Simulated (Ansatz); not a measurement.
# Tunnelling across a broken V chain: predicting one gap

**Method.** Ansatz 0.2.0, plane waves with PAW datasets at the program's default cutoffs, Fermi-Dirac smearing of 0.05 eV, chains in boxes 7.5 Å wide or more, moments seeded when the perfect chain is relaxed. PBE, no spin-orbit coupling; one bond is opened by s Å beyond its relaxed length, the other atoms of a straight cell of 12 kept, with parallel moments across the gap, and the conductance taken at 300 K.

| run | G (G₀) | largest error term (%) | s | ln G |
| --- | --- | --- | --- | --- |
| +1.2 Å | 1.073 | 0 | 1.2 | 0.07073 |
| +1.8 Å | 0.598 | 2 | 1.8 | −0.5142 |
| +2.5 Å | 0.2205 | 3 | 2.5 | −1.512 |
| +3.3 Å | 0.05811 | 4 | 3.3 | −2.845 |

One run is withheld: run = +4.2 Å, with s = 4.2. Fit a straight line ln G = a + b × s to the 4 rows shown and predict it.

**Fit.** The means are 2.2 for s and −1.2 for ln G. The sum of products of deviations is −3.448 and the sum of squares in s is 2.46, so b = −3.448 / 2.46 = −1.402 and a = −1.2 − (−1.402) × 2.2 = 1.884. The residuals' standard deviation, with 2 degrees of freedom, is σ = 0.17.

**Prediction.** ln G = 1.884 + (−1.402) × 4.2 = −4.004, that is 0.0182 G₀. The run gave 0.0125 G₀ (ln G = −4.379), so the prediction less the run is +0.38. The standard error of a prediction there, σ√(1 + 1/4 + (4.2 − 2.2)²/2.46), is 0.28, and the miss is 1.3 times that, for a point outside the fitted range. With so few rows σ is itself uncertain.

Caveats: Between neighbouring runs the slope of ln G lies between −1.70 and −0.97 per Å, so one exponential is an approximation; it is flattest at the narrowest gap, nearest to contact. Error terms (up to 6 %, withheld run included) bound how much a small miss can mean. No image potential, spin-orbit coupling or relaxation; a bent or dimerised chain may be lower in energy. Series of this kind are told only where this holds: one magnetic state in all runs, error terms under 60 %, and the runs' own leads conduct as the perfect chain does. 36 of 42 did.
